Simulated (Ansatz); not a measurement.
# Cs on Cu(111): change of the work function, part 2 of 2

Wanted: Δφ(θ) for Cs/Cu(111), starting from the fcc site.

Ansatz 0.2.0; plane-wave DFT, PBE, Ansatz PAW.

So far, work function, upper face (eV): step 2 (the clean slab) 4.79; step 3 (37 atoms, coverage 0.111 ML, cell 3x3) 1.42.

### Step 4. Adsorbate added, k-mesh 6×6×1, coverage 0.25 ML (continued)

The density of states has structure finer than the step of the table below, so its rows give means over 0.5 eV, whole bins alone (the curve runs from -8 to 1.98 eV). Peaks (eV: height): -2.98: 85.0, -2.92: 121, -2.83: 95.5, -2.17: 91.8, -2.05: 82.6, -1.77: 87.8, -1.65: 103.

Density of states against energy, zero at the Fermi level; means over each step:

energy (eV), density of states (states/eV a cell) and a bar:
```
     -7.5          2 
     -7.0          2 
     -6.5          3 
     -6.0          3 
     -5.5          6 ##
     -5.0         11 ####
     -4.5         19 ########
     -4.0         30 #############
     -3.5         38 #################
     -3.0         64 ##############################
     -2.5         53 ########################
     -2.0         65 ##############################
     -1.5         41 ###################
     -1.0          6 ##
     -0.5          6 ##
      0.0          5 #
      0.5          8 ###
      1.0          5 ##
      1.5          8 ###
```

Projected DOS per atom over height of the atomic layer and energy from the Fermi level. Layers: Cu4 Cu4 Cu4 Cu4 Cs from below.

Ten even steps from '_' (0.01 states/eV) to '@' (5.20 states/eV), each cell a mean:
```
__________
__________
________..
________..
__________
__________
__________
----::::__
@@%%%%%%__
##++++##__
@@****@@__
==++++++__
--==----__
::====::__
..::::..__
__....____
__________
__________
__________
__________
__________
__________
```
Columns: height of the atomic layer (Å) from 9 to 18.3 (not evenly spaced); rows upwards: energy from the Fermi level (eV) from -7.96 to 1.95.

Electrostatic potential energy in the ca plane at fractional y = 0.167, with atoms of Cu and Cs within 0.2 Å of it. With pseudopotentials it is smooth inside the atoms' cores, unlike the true potential.

Ten even steps from '0' (-33 eV) to '9' (7 eV), each cell a mean:
```
33699988998535887436899987667899999999999999
44799888998535897546999998888999999999999999
77898423688767998778999999999999999999999999
99985000289989999999999999999999999999999999
99984000179999999999999999999999999999999999
88986000389989999989999999999999999999999999
66898634798767898768999999999999999999999999
33699988998535887436899998888999999999999999
44799888998535898546899986556899999999999999
77898423689777999778999853223689999999999999
99985000289999999999999732332489999999999999
99984000179999999999999632332479999999999999
88986000389989999989999732332589999999999999
66898634798767998768999863224789999999999999
```
Columns run along c (16.0 Å, from fractional 0.32 to 0.89 of the cell; values clipped at the 3rd and 97th percentile), rows up along a (5.1 Å). Atoms in or near the plane, at fractional coordinates: Cu at (0.40, 0.17), Cu at (0.40, 0.67), Cs at (0.66, 0.17).

Valence density in the ca plane at fractional y = 0.167, with atoms of Cu and Cs within 0.2 Å of it. It is the smooth field of the valence electrons, not physical close to the nuclei.

Ten steps, logarithmic in the rise over the least value, from '0' (0 e/Å³) to '9' (47 e/Å³), each cell a mean:
```
22100011001232101221000001111000000000000000
22100111001222101221000000000000000000000000
11101243100111000111000000000000000000000000
00002587310010000000000000000000000000000000
00002798410000000000000000000000000000000000
11001576310010000010000000000000000000000000
11101232100111001111000000000000000000000000
22100011001232101221000000000000000000000000
22100111001222101221000001111000000000000000
11101243100111000111000012222100000000000000
00002587310000000000000122112100000000000000
00002798410000000000000122012200000000000000
11001576310010000010000122222100000000000000
11101232100111001111000012222100000000000000
```
Columns run along c (16.0 Å, from fractional 0.32 to 0.89 of the cell), rows up along a (5.1 Å). Atoms in or near the plane, at fractional coordinates: Cu at (0.40, 0.17), Cu at (0.40, 0.67), Cs at (0.66, 0.17).

ELF in the ca plane at fractional y = 0.167, with atoms of Cu and Cs within 0.2 Å of it. It is the smooth field of the valence electrons, not physical close to the nuclei.

Ten even steps from '0' (0.01) to '9' (0.88), each cell a mean:
```
22122222221121121221221158998631000111100000
21122222221121121121221013554210001111100000
11221222122111222112222000111000011221100000
22221365222222222222332100000000122221100000
33321497213322222233332100000001123322100000
22221354222222222222232100000000122221100000
11221122122111221111222000111000011221100000
22122222221121121221221025675310001111100000
21122222221121121121220169999741000111100000
11221222122111222112211499899963000011100000
22221365222222222222311697238984100011100000
33321497213322222233311795007984100011100000
22221354222222222222211698349984100011100000
11221122122111222112210489999962000011100000
```
Columns run along c (16.0 Å, from fractional 0.32 to 0.89 of the cell), rows up along a (5.1 Å). Atoms in or near the plane, at fractional coordinates: Cu at (0.40, 0.17), Cu at (0.40, 0.67), Cs at (0.66, 0.17).

The relaxation took 5 steps and lowered the energy by 0.12 eV; the largest force on the free atoms ends at 0.0071 eV/Å.

By hand: a sheet of dipoles makes a step −p/(ε₀A) in the electron's potential. With e/ε₀ = 180.95 V·Å, p = 0.3456 e·Å and A = 22.57 Å², that is −180.95 × (0.3456) / 22.57 = -2.771 eV, and the two vacuum levels of the run differ by -2.771 eV.

The covered face has 1.98 eV, -2.80 eV against the clean one; the bare back face has moved by -0.03 eV, a measure of how thin the slab is.

### Step 5. Work function against coverage

This step: plane-wave DFT, PBE, Ansatz PAW; work function against coverage (Ansatz 0.2.0).

The runs are now put side by side.

Numbers from this step:

* work function of the clean face: 4.786 eV
* largest change of the work function: -3.366 eV

Work function of the covered face against coverage:

| coverage (adsorbates/nm²) | work function of the covered face (eV) |
| --- | --- |
| 0.00 | 4.79 |
| 1.97 | 1.42 |
| 4.43 | 1.98 |

The dipole per adsorbate comes from the change of the cell's dipole. Coverage, by row:

| coverage (1/nm²) | coverage (ML) | work function (eV) | change (eV) | dipole per adsorbate, positive end outwards (debye) | mean height of the added atoms over the highest substrate atom (Å) |
| --- | --- | --- | --- | --- | --- |
| 1.969 | 0.1111 | 1.42 | -3.366 | 4.502 | 3.014 |
| 4.43 | 0.25 | 1.984 | -2.802 | 1.66 | 3.046 |

### Step 6. Results

```
work function of the clean face                        : 4.79 eV
work function at 0.11 ML                               : 1.42 eV
work function at 0.25 ML                               : 1.98 eV
dipole per adsorbate at 0.11 ML, positive end outwards : 4.50 D
```

What this shows: Cs lowers the work function of Cu(111) at the lowest coverage, by 3.37 eV: the adsorbate layer has its positive end outwards. The slab has 4 layers, at the tabulated experimental lattice constant, one starting site was run, and quantum-size effects of a slab this thin can reach one or two tenths of an eV.

[Logs are printed without paths, hosts, clocks, repeated set-up lines and the standing remarks that a program may print on its own settings, such as how far it seeks lower states.]

[Hosts, paths, dates, database ids (printed as entryN), source tags and the programs' standing remarks are cut or masked in the printed files.]

[Maps of the electrostatic potential energy from Ansatz leave out the sawtooth potential of an applied field or a dipole correction, so their vacuum need not be flat; planar profiles and work functions include it.]

[The density of states shown here was stored with 400 of the rows of the run's finer table, so its peaks can read low, often by over a quarter, or be missed, and its means over a window can be off by a tenth or more.]
